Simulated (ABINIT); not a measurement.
```json
{"subject": "SrTiO3 (Tausonite): one start, several treatments of the self-energy", "lattice_ang": [[3.9053, 0.0, 0.0], [0.0, 3.9053, 0.0], [0.0, 0.0, 3.9053]], "atoms": [["Sr", 0.5, 0.5, 0.5], ["Ti", 0.0, 0.0, 0.0], ["O", 0.5, 0.0, 0.0], ["O", 0.0, 0.5, 0.0], ["O", 0.0, 0.0, 0.5]], "method": "RPA screening on PBE, plane waves, norm-conserving pseudopotentials (and 3 further levels or steps)", "program": "ABINIT 10.8.3", "settings": "cutoff 38 Ha, PseudoDojo scalar-relativistic 0.4.1 standard, norm-conserving, ngkpt (4, 4, 4), nband 197, ecuteps 7 Ha, gwcalctyp 1, nfreqim 16, inclvkb 2, shiftk (0, 0, 0), symchi 1, awtr 1, frequency ac, 4×4×4 k-mesh", "cost": "9 runs, 32 min in all on 8 MPI ranks of Arm Neoverse V1, shared host", "notes": "The program’s warnings: nkpt*nsppol () is not a multiple of nproc spkpt (). The cell and positions come from the Crystallography Open Database and are kept as given unless a step says otherwise. Limits: no spin-orbit coupling. The 4×4×4 mesh is coarse for this cell, which bears on the long-range parts of exchange and screening.", "results": {"g0w0_godby_needs_plasmon_pole": "3.479 eV", "g0w0_hybertsen_louie_plasmon_pole": "4.208 eV", "g0w0_von_der_linden_horsch_plasmon_pole": "3.621 eV", "g0w0_engel_farid_plasmon_pole": "3.600 eV", "one_shot_hartree_fock": "14.334 eV", "g0w0_analytic_continuation": "3.416 eV", "known_limits": "short of the basis limit; no spin-orbit coupling; coarse k mesh"}}
```

[Long decimals in the printed logs are rounded to 6 places.]

[Logs are printed without paths, hosts, clocks, repeated set-up lines and the standing remarks that a program may print on its own settings, such as how far it seeks lower states.]

[Paths, hosts, dates, memory and timing lines, banners, echoed tables and standing remarks are left out of the program output; an Ansatz launch command may be rebuilt from the run's recorded settings. Measured values are a selection of at most five: reports struck by readers or far from the other reports are left out. None is set beside runs whose start may be inverted or whose files or cutoffs have a known fault.]

[Runs of the session that timed out or met a known fault of the program may be left out.]

[Hosts, paths, dates, database ids (printed as entryN), source tags and the programs' standing remarks are cut or masked in the printed files.]

[G0W0 gaps are taken among the corrected bands and points alone; a level outside them can change the order at an edge.]

[Where Ansatz stands beside ABINIT at settings called matched, ABINIT's density can come from a denser mesh and the files from another edition; pairs whose starting gaps differed by over 0.03 eV were left out, so agreement reads better than it is.]
